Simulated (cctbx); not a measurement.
# A crystallographic session in cctbx: Nb5BiPt3

Library: cctbx 2025.11. The data are simulated by the first script.

## 1. Simulate the data

run.py:

```python
from cctbx import adptbx, crystal, miller, sgtbx, xray
from cctbx.array_family import flex
from iotbx.shelx import hklf
from scitbx import matrix
import scitbx.random

cs = crystal.symmetry(unit_cell=(5.849, 5.849, 5.851, 90, 90, 120), space_group_symbol='Hall: P 3 -2')  # P31m
atoms = [  # label, site, U (iso, or U11 U22 U33 U12 U13 U23 in A^2), occupancy
    ("Bi1", (0, 0, 0.3335), (0.0181, 0.0181, 0.0176, 0.0090, 0.0000, 0.0000), 1),
    ("Pt1", (0.7256, 0.7256, 0.0012), (0.0134, 0.0134, 0.0119, 0.0048, 0.0046, 0.0046), 1),
    ("Nb1", (0.3884, 0.3884, 0.7341), (0.0391, 0.0391, 0.0163, 0.0320, -0.0052, -0.0052), 1),
    ("Nb2", (1/3, 2/3, 0.2171), (0.0222, 0.0222, 0.0301, 0.0111, 0.0000, 0.0000), 1),
]
xs = xray.structure(crystal_symmetry=cs)
for label, site, u, occ in atoms:
    u = adptbx.u_cif_as_u_star(cs.unit_cell(), u) if isinstance(u, tuple) else u
    xs.add_scatterer(xray.scatterer(label, site=site, u=u, occupancy=occ))
xs.set_inelastic_form_factors(0.7749, "sasaki")
xs.show_summary()
p1 = xs.expand_to_p1()
ms = miller.build_set(p1, anomalous_flag=True, d_min=0.65)
flex.set_random_seed(442105)
scitbx.random.set_random_seed(442105)
ms = ms.select(flex.random_double(ms.size()) < 0.95)
i = ms.structure_factors_from_scatterers(p1, algorithm="direct").f_calc().as_intensity_array().data()
i = i * 5000 / flex.max(i)
sig = flex.sqrt(i + flex.pow2(0.03 * i) + 4 ** 2)
noise = scitbx.random.variate(scitbx.random.normal_distribution())(i.size())
data = ms.array(data=i + sig * noise, sigmas=sig).set_observation_type_xray_intensity()
with open("data.hkl", "w") as f:
    data.export_as_shelx_hklf(f)
print("reflections written:", data.size(), " <I/sigma> = %.1f" % flex.mean(data.data() / data.sigmas()))
for h, a, b in list(data.sort("data"))[:12]:
    print("%4d%4d%4d %9.1f %7.1f" % (h + (a, b)))
```

```console
$ python run.py
```

```text
Number of scatterers: 4
At special positions: 4
Unit cell: (5.849, 5.849, 5.851, 90, 90, 120)
Space group: P 3 1 m (No. 157)
reflections written: 2448  <I/sigma> = 9.9
   2  -1  -1    5155.4   165.9
   1   1   1    4990.6   164.6
  -2   1   1    4966.4   164.6
  -1   2  -1    4935.8   165.9
  -1  -1  -1    4836.8   165.9
   1  -2   1    4818.9   164.6
  -1   2   2    2898.6    99.7
   1   1  -2    2871.5    99.4
  -1  -1   2    2733.6    99.7
   2  -1   2    2661.0    99.7
  -2   1  -2    2615.9    99.4
   1  -2  -2    2606.4    99.4
```

Run time: 0.22 s on 1 thread of Arm Neoverse V2 (shared host), peak memory 0.07 GiB.

## 2. Symmetry

run.py:

```python
from cctbx import crystal, sgtbx, statistics
from cctbx.array_family import flex
from iotbx.shelx import hklf

p1 = crystal.symmetry(unit_cell=(5.849, 5.849, 5.851, 90, 90, 120), space_group_symbol="P 1")
raw = hklf.reader(file_name="data.hkl").as_miller_arrays(crystal_symmetry=p1, anomalous=True)[0]
print(raw.size(), "reflections to d = %.3f A" % raw.d_min())
isig = raw.data() / raw.sigmas()
print("centring   violations  <I/sigma> of those")
best = "P"
for c in "ABCIRF":
    a = raw.customized_copy(space_group_info=sgtbx.space_group_info("Hall: %s 1" % c)).sys_absent_flags().data()
    m = flex.mean(isig.select(a))
    print("%5s %10d of %5d %8.1f" % (c, (isig.select(a) > 4).count(True), a.count(True), m))
    if (isig.select(a) > 4).count(True) < 0.01 * a.count(True):
        best = c
raw = raw.select(~raw.customized_copy(space_group_info=sgtbx.space_group_info("Hall: %s 1" % best)).sys_absent_flags().data())
isig = raw.data() / raw.sigmas()
rows = []
for s in sgtbx.space_group_symbol_iterator():
    g = sgtbx.space_group(s)
    if g.conventional_centring_type_symbol() != best or not g.is_compatible_unit_cell(p1.unit_cell(), 1e-3, 0.02):
        continue
    rows.append((s, g))
print("Laue class    unique    Rint  (classes that these axes allow; Friedel mates merged)")
rint = {}
for s, g in rows:
    laue = g.build_derived_patterson_group()
    key = laue.type().hall_symbol()
    if key not in rint:
        m = raw.customized_copy(space_group_info=laue.info(), anomalous_flag=False).merge_equivalents()
        rint[key] = m.r_int()
        print("%-14s %6d %7.3f" % (laue.type().lookup_symbol(), m.array().size(), m.r_int()))
floor = min(rint.values())
good = [(s, g) for s, g in rows if rint[g.build_derived_patterson_group().type().hall_symbol()] < 2 * floor + 0.03]
top = max(g.build_derived_patterson_group().order_z() for s, g in good)
print("space group    extra absences  I>4sigma  <I/sigma>")
for s, g in good:
    laue = g.build_derived_patterson_group()
    if laue.order_z() != top:
        continue
    a = raw.customized_copy(space_group_info=g.info()).sys_absent_flags().data()
    a &= ~raw.customized_copy(space_group_info=laue.info()).sys_absent_flags().data()
    bad = (isig.select(a) > 4).count(True)
    if bad <= 0.03 * a.count(True):
        print("%-16s %8d %10d %9s  %s" % (s.universal_hermann_mauguin(), a.count(True), bad, "%.1f" % flex.mean(isig.select(a)) if a.count(True) else "-", "centric" if g.is_centric() else "acentric"))
laue = max(good, key=lambda t: t[1].build_derived_patterson_group().order_z())[1].build_derived_patterson_group()
f = raw.customized_copy(space_group_info=laue.info(), anomalous_flag=False).merge_equivalents().array().eliminate_sys_absent().f_sq_as_f()
f.set_observation_type_xray_amplitude()
bins = max(3, min(8, f.size() // 12))
f.setup_binner(n_bins=bins)
w = statistics.wilson_plot(f, {e: n / laue.order_z() for e, n in {'Bi': 1.0, 'Pt': 3.0, 'Nb': 5.0}.items()}, e_statistics=True)
print("Wilson B = %.2f A^2   <|E^2-1|> = %.3f (0.968 centric, 0.736 acentric)   E^2>4: %.1f %%" % (w.wilson_b, w.mean_e_sq_minus_1, w.percent_e_sq_gt_2))
print("shell (A)         n   <I/sigma>")
m = raw.customized_copy(space_group_info=laue.info(), anomalous_flag=False).merge_equivalents().array().eliminate_sys_absent()
for b in m.setup_binner(n_bins=bins).range_used():
    sel = m.binner().selection(b)
    print("%5.2f - %4.2f %6d %8.1f" % (min(m.binner().bin_d_range(b)[0] if m.binner().bin_d_range(b)[0] > 0 else 99, 99), m.binner().bin_d_range(b)[1], sel.count(True), flex.mean((m.data() / m.sigmas()).select(sel))))
```

```console
$ python run.py
```

```text
2448 reflections to d = 0.650 A
centring   violations  <I/sigma> of those
    A       1019 of  1216     10.0
    B       1012 of  1208     10.0
    C       1013 of  1212     10.0
    I       1015 of  1217     10.0
    R       1399 of  1668      9.8
    F       1522 of  1818     10.0
Laue class    unique    Rint  (classes that these axes allow; Friedel mates merged)
P -1             1294   0.071
P 1 1 2/m         705   0.339
P -3              438   0.078
P -3 1 m          255   0.080
P -3 m 1          274   0.344
P 6/m             241   0.344
P 6/m m m         166   0.345
space group    extra absences  I>4sigma  <I/sigma>
P 3 1 2                 0          0         -  acentric
P 3 1 m                 0          0         -  acentric
P -3 1 m                0          0         -  centric
Wilson B = 1.29 A^2   <|E^2-1|> = 0.621 (0.968 centric, 0.736 acentric)   E^2>4: 0.4 %
shell (A)         n   <I/sigma>
 5.85 - 1.30     40     30.0
 1.30 - 1.03     32     34.2
 1.03 - 0.90     33     21.9
 0.90 - 0.82     29     24.5
 0.82 - 0.76     33     24.0
 0.76 - 0.72     34     17.5
 0.72 - 0.68     28     15.2
 0.68 - 0.65     26     17.1
```

Time: 0.25 s.

## 3. Charge flipping

run.py:

```python
import itertools
from cctbx import crystal, maptbx
from cctbx.array_family import flex
from iotbx.shelx import hklf
from smtbx.ab_initio import charge_flipping as cf

cs = crystal.symmetry(unit_cell=(5.849, 5.849, 5.851, 90, 90, 120), space_group_symbol='Hall: P 3 -2')  # P31m
raw = hklf.reader(file_name="data.hkl").as_miller_arrays(crystal_symmetry=cs, anomalous=True)[0]
merged = raw.eliminate_sys_absent().merge_equivalents()
fo2 = merged.array().set_observation_type_xray_intensity()
f = fo2.average_bijvoet_mates().f_sq_as_f().resolution_filter(d_min=0.8)
p1 = f.expand_to_p1()
p1.setup_binner_counting_sorted(reflections_per_bin=max(40, p1.size() // 12))
work = p1.array(data=p1.data() / p1.amplitude_quasi_normalisations().data())
flex.set_random_seed(23499)
it = cf.weak_reflection_improved_iterator(delta=None, weak_reflection_fraction=0.2)
it.start(work, phases=flex.random_double(p1.size()) * 6.2832, f_000=0)
it.delta = 0.9 * it.rho_map.sigma()
print("cycle      R  skewness")
for n, st in enumerate(itertools.islice(it, 200)):
    if n % 16 == 0:
        print("%5d %6.3f %8.2f" % (n, st.r1_factor(), st.rho_map.skewness()))
rho = p1.phase_transfer(it.f_calc).fft_map().apply_volume_scaling()
polish = cf.low_density_elimination_iterator(constant_rho_c=rho.sigma())
polish.start(f_obs=p1, phases=it.f_calc, f_000=0)
for _ in range(8):
    next(polish)
print("origin shift          correlation  skewness")
maps = []
for fc, shift, cc in itertools.islice(cf.f_calc_symmetrisations(f, polish.f_calc, 0), 4):
    m = f.phase_transfer(fc).fft_map(symmetry_flags=maptbx.use_space_group_symmetry, resolution_factor=0.25).apply_sigma_scaling()
    maps.append((m.skewness(), cc, m))
    print("%6.3f %6.3f %6.3f %10.3f %9.2f" % (tuple(shift) + (cc, m.skewness())))
skew, cc, m = max((t for t in maps if t[1] > maps[0][1] - 0.04), key=lambda t: t[0])
print("taken: symmetry correlation %.3f, skewness %.2f" % (cc, skew))
peaks = m.peak_search(parameters=maptbx.peak_search_parameters(min_distance_sym_equiv=0.9, max_clusters=9)).all()
sps = cs.special_position_settings(min_distance_sym_equiv=0.5)
print("peak      x       y       z  mult  height/sigma")
for k, (x, h) in enumerate(zip(peaks.sites(), peaks.heights())):
    ss = sps.site_symmetry(x)
    print("Q%-3d %7.4f %7.4f %7.4f %4d %8.1f" % ((k + 1,) + tuple(t % 1 for t in ss.exact_site()) + (ss.multiplicity(), h)))
```

```console
$ python run.py
```

```text
cycle      R  skewness
    0  0.542     0.15
   16  0.334     1.36
   32  0.364     1.88
   48  0.374     2.26
   64  0.359     2.39
   80  0.376     2.70
   96  0.380     2.71
  112  0.368     2.99
  128  0.387     2.88
  144  0.376     2.84
  160  0.397     2.87
  176  0.382     3.04
  192  0.389     2.93
origin shift          correlation  skewness
 0.901  0.526 -0.000      0.950      3.76
 0.529  0.529  0.000      0.948      3.20
 0.897  0.245 -0.000      0.947      5.65
 0.250  0.225 -0.000      0.939      2.22
taken: symmetry correlation 0.947, skewness 5.65
peak      x       y       z  mult  height/sigma
Q1    0.0000  0.0000  0.5859    1     22.3
Q2    0.0000  0.3122  0.2821    3      6.2
Q3    0.2582  0.7245  0.6148    6      4.6
Q4    0.0000  0.6921  0.8981    3      3.9
Q5    0.0000  0.6966  0.1083    3      3.0
Q6    0.0000  0.2000  0.5902    3      2.4
Q7    0.0000  0.4988  0.5346    3      2.0
Q8    0.0000  0.6317  0.3926    3      1.5
Q9    0.0000  0.1844  0.0657    3      1.5
```

Time: 0.27 s.

## 4. Charge flipping

run.py, as its changes from the last script of this kind:

```diff
@@ -13,3 +13,2 @@
-p1.setup_binner_counting_sorted(reflections_per_bin=max(40, p1.size() // 12))
-work = p1.array(data=p1.data() / p1.amplitude_quasi_normalisations().data())
-flex.set_random_seed(23499)
+work = p1
+flex.set_random_seed(23500)
@@ -20,2 +19,2 @@
-for n, st in enumerate(itertools.islice(it, 200)):
-    if n % 16 == 0:
+for n, st in enumerate(itertools.islice(it, 400)):
+    if n % 33 == 0:
```

```console
$ python run.py
```

```text
cycle      R  skewness
    0  0.518     0.35
   33  0.355     1.72
   66  0.351     3.20
   99  0.328     4.78
  132  0.266     5.04
  165  0.253     5.00
  198  0.240     5.04
  231  0.242     4.94
  264  0.236     5.04
  297  0.249     5.12
  330  0.243     5.10
  363  0.233     5.05
  396  0.236     5.10
origin shift          correlation  skewness
 0.884  0.631  0.000      0.929      2.39
 0.544  0.302  0.000      0.923      1.59
 0.547  0.965  0.000      0.922      1.62
 0.215  0.965  0.000      0.921      3.07
taken: symmetry correlation 0.921, skewness 3.07
peak      x       y       z  mult  height/sigma
Q1    0.0000  0.0000  0.2476    1     18.0
Q2    0.0000  0.7098  0.5408    3      5.3
Q3    0.0000  0.4188  0.8190    3      4.7
Q4    0.0000  0.2791  0.4619    3      3.7
Q5    0.3333  0.6667  0.3181    2      3.2
Q6    0.0000  0.0000  0.5926    1      2.8
Q7    0.1881  0.4607  0.3768    6      2.7
Q8    0.3333  0.6667  0.1118    2      2.5
Q9    0.0000  0.8578  0.7118    3      2.1
```

Time: 0.3 s.

## 5. Refinement (model from the peaks)

run.py:

```python
import math
from cctbx import adptbx, crystal, maptbx, sgtbx, xray
from cctbx.array_family import flex
from cctbx.xray import observations
from iotbx.shelx import hklf
from scitbx.lstbx import normal_eqns_solving
from smtbx import absolute_structure, utils
from smtbx.refinement import constraints, least_squares

cs = crystal.symmetry(unit_cell=(5.849, 5.849, 5.851, 90, 90, 120), space_group_symbol='Hall: P 3 -2')  # P31m
atoms = [  # label, site, U (iso, or U11 U22 U33 U12 U13 U23 in A^2), occupancy
    ("Bi1", (0, 0, 0.2476), 0.0200, 1),
    ("Nb1", (0, 0.7098, 0.5408), 0.0200, 1),
    ("Nb2", (0.3333, 0.6667, 0.3181), 0.0200, 1),
]
xs = xray.structure(crystal_symmetry=cs)
for label, site, u, occ in atoms:
    u = adptbx.u_cif_as_u_star(cs.unit_cell(), u) if isinstance(u, tuple) else u
    xs.add_scatterer(xray.scatterer(label, site=site, u=u, occupancy=occ))
xs.set_inelastic_form_factors(0.7749, "sasaki")
raw = hklf.reader(file_name="data.hkl").as_miller_arrays(crystal_symmetry=cs, anomalous=True)[0]
merged = raw.eliminate_sys_absent().merge_equivalents()
fo2 = merged.array().set_observation_type_xray_intensity()
print("Rint %.3f, %d unique reflections to %.2f A" % (merged.r_int(), fo2.size(), fo2.d_min()))
for sc in xs.scatterers():
    sc.flags.set_grad_site(True)
    sc.flags.set_grad_u_aniso(sc.flags.use_u_aniso())
    sc.flags.set_grad_u_iso(sc.flags.use_u_iso())
obs = fo2.as_xray_observations()
extra = {}
rep = constraints.reparametrisation(xs, [], utils.connectivity_table(xs), **extra)
ls = least_squares.crystallographic_ls(obs, rep, weighting_scheme=least_squares.mainstream_shelx_weighting(a=0, b=0))
print("cycle     R1     wR2    GooF  max shift (A)")
for cycle in range(6):
    ls.build_up()
    r1, wr2, goof = ls.r1_factor(cutoff_factor=2)[0], ls.wR2(), ls.goof()
    old = xs.sites_cart()
    normal_eqns_solving.levenberg_marquardt_iterations(ls, n_max_iterations=3, tau=0.0001, step_threshold=1e-7)
    big = flex.max((xs.sites_cart() - old).norms())
    print("%4d %7.4f %7.4f %7.3f %9.5f" % (cycle + 1, r1, wr2, goof, big))
    ls.build_up(objective_only=True)
    if abs(ls.wR2() - wr2) < 5e-5 and big < 5e-4:
        break
ls.build_up()
print("final R1 %.4f wR2 %.4f GooF %.3f  parameters %d  data/parameter %.1f" % (ls.r1_factor(cutoff_factor=2)[0], ls.wR2(), ls.goof(), ls.n_parameters, fo2.size() / ls.n_parameters))
cov = ls.covariance_matrix_and_annotations()
su = dict(zip(cov.annotations, (math.sqrt(max(v, 0)) for v in cov.matrix.matrix_packed_u_diagonal())))
a2 = cs.unit_cell().reciprocal_parameters()[0] ** -2
print("atom        x        y        z      Ueq    occ   su(xyz)  su(Uiso or U11)")
for sc in xs.scatterers():
    s = max(su.get(sc.label + k, 0) for k in (".x", ".y", ".z"))
    npd = "" if sc.is_positive_definite_u(cs.unit_cell()) else "  NPD"
    print("%-5s %8.5f %8.5f %8.5f %8.4f %6.3f %8.5f %7.4f%s" % ((sc.label,) + sc.site + (sc.u_iso_or_equiv(cs.unit_cell()), sc.occupancy, s, su.get(sc.label + ".uiso", su.get(sc.label + ".u11", 0) * a2), npd)))
fo = fo2.f_sq_as_f()
fc = fo.structure_factors_from_scatterers(xs, algorithm="direct").f_calc()
diff = fo.f_obs_minus_f_calc(1 / math.sqrt(ls.scale_factor()), fc).average_bijvoet_mates()
m = diff.fft_map(symmetry_flags=maptbx.use_space_group_symmetry, resolution_factor=0.25).apply_volume_scaling()
print("difference map: max %.2f min %.2f rms %.2f" % (m.statistics().max(), m.statistics().min(), m.statistics().sigma()))
peaks = m.peak_search(parameters=maptbx.peak_search_parameters(min_distance_sym_equiv=0.6, max_clusters=6)).all()
near = xs.closest_distances(peaks.sites(), distance_cutoff=4)
sps = cs.special_position_settings(min_distance_sym_equiv=0.5)
for k, (x, h) in enumerate(zip(peaks.sites(), peaks.heights())):
    ss = sps.site_symmetry(x)
    print("Q%-3d %7.4f %7.4f %7.4f %4d %7.2f  %.2f A from %s" % ((k + 1,) + tuple(t % 1 for t in ss.exact_site()) + (ss.multiplicity(), h, near.smallest_distances[k], xs.scatterers()[near.i_seqs[k]].label)))
```

```console
$ python run.py
```

```text
Rint 0.053, 501 unique reflections to 0.65 A
cycle     R1     wR2    GooF  max shift (A)
   1  0.4347  0.7564  17.871   0.03268
   2  0.3904  0.7104  16.784   0.02793
   3  0.3394  0.6522  15.410   0.02449
   4  0.2966  0.5958  14.076   0.01338
   5  0.2862  0.5826  13.764   0.00501
   6  0.2828  0.5785  13.669   0.00450
final R1 0.2798 wR2 0.5750 GooF 13.586  parameters 7  data/parameter 71.6
atom        x        y        z      Ueq    occ   su(xyz)  su(Uiso or U11)
Bi1    0.00000  0.00000  0.24316   0.0259  1.000  0.00100  0.0029
Nb1    0.00000  0.72366  0.55177   0.0001  1.000  0.00199  0.0013
Nb2    0.33333  0.66667  0.32532   0.0289  1.000  0.00341  0.0039
difference map: max 65.60 min -23.31 rms 4.82
Q1    0.0000  0.7238  0.5633    3   68.23  0.07 A from Nb1
Q2    0.0000  0.0000  0.1928    1   62.56  0.29 A from Bi1
Q3    0.0000  0.3880  0.8206    3   43.17  2.52 A from Nb1
Q4    0.0000  0.3233  0.9371    3   26.07  2.60 A from Bi1
Q5    0.0000  0.3431  0.0726    3   14.85  2.24 A from Bi1
Q6    0.0000  0.8912  0.2944    3   14.64  0.70 A from Bi1
```

Time: 0.56 s.

Figures of merit this high mean that the model is still wrong or incomplete.

## 6. Refinement (atoms added from the difference map)

run.py, as its changes from the last script of this kind:

```diff
@@ -12,3 +12,4 @@
-    ("Bi1", (0, 0, 0.2476), 0.0200, 1),
-    ("Nb1", (0, 0.7098, 0.5408), 0.0200, 1),
-    ("Nb2", (0.3333, 0.6667, 0.3181), 0.0200, 1),
+    ("Bi1", (0, 0, 0.24316), 0.0259, 1),
+    ("Nb1", (0, 0.72366, 0.55177), 0.0030, 1),
+    ("Nb2", (1/3, 2/3, 0.32532), 0.0289, 1),
+    ("Pt1", (0, 0.388, 0.8206), 0.0200, 1),
@@ -59 +60 @@
-peaks = m.peak_search(parameters=maptbx.peak_search_parameters(min_distance_sym_equiv=0.6, max_clusters=6)).all()
+peaks = m.peak_search(parameters=maptbx.peak_search_parameters(min_distance_sym_equiv=0.6, max_clusters=5)).all()
```

```console
$ python run.py
```

```text
Rint 0.053, 501 unique reflections to 0.65 A
cycle     R1     wR2    GooF  max shift (A)
   1  0.5053  0.8356  19.803   0.01386
   2  0.4808  0.8169  19.360   0.00262
   3  0.4796  0.8158  19.332   0.00251
   4  0.4785  0.8146  19.306   0.00241
   5  0.4774  0.8136  19.281   0.00232
   6  0.4764  0.8126  19.257   0.00223
final R1 0.4754 wR2 0.8116 GooF 19.234  parameters 10  data/parameter 50.1
atom        x        y        z      Ueq    occ   su(xyz)  su(Uiso or U11)
Bi1    0.00000  0.00000  0.23979   0.0240  1.000  0.00522  0.0085
Nb1    0.00000  0.72162  0.55390   0.0001  1.000  0.00738  0.0039
Nb2    0.33333  0.66667  0.32638   0.0287  1.000  0.01297  0.0146
Pt1    0.00000  0.39133  0.82353   0.0196  1.000  0.00482  0.0036
difference map: max 296.47 min -56.84 rms 16.49
Q1    0.0000  0.7264  0.5545    3  299.15  0.03 A from Nb1
Q2    0.0000  0.0000  0.2240    1  238.96  0.09 A from Bi1
Q3    0.0000  0.3852  0.8244    3  120.56  0.04 A from Pt1
Q4    0.3333  0.6667  0.3465    2  104.28  0.12 A from Nb2
Q5    0.0000  0.5578  0.5564    3   58.08  0.96 A from Nb1
```

It took 0.55 s on 1 thread of Arm Neoverse V2 (shared host), peak memory 0.09 GiB.

Figures of merit this high mean that the model is still wrong or incomplete.

[Logs are printed without paths, hosts, clocks, repeated set-up lines and the standing remarks that a program may print on its own settings, such as how far it seeks lower states.]
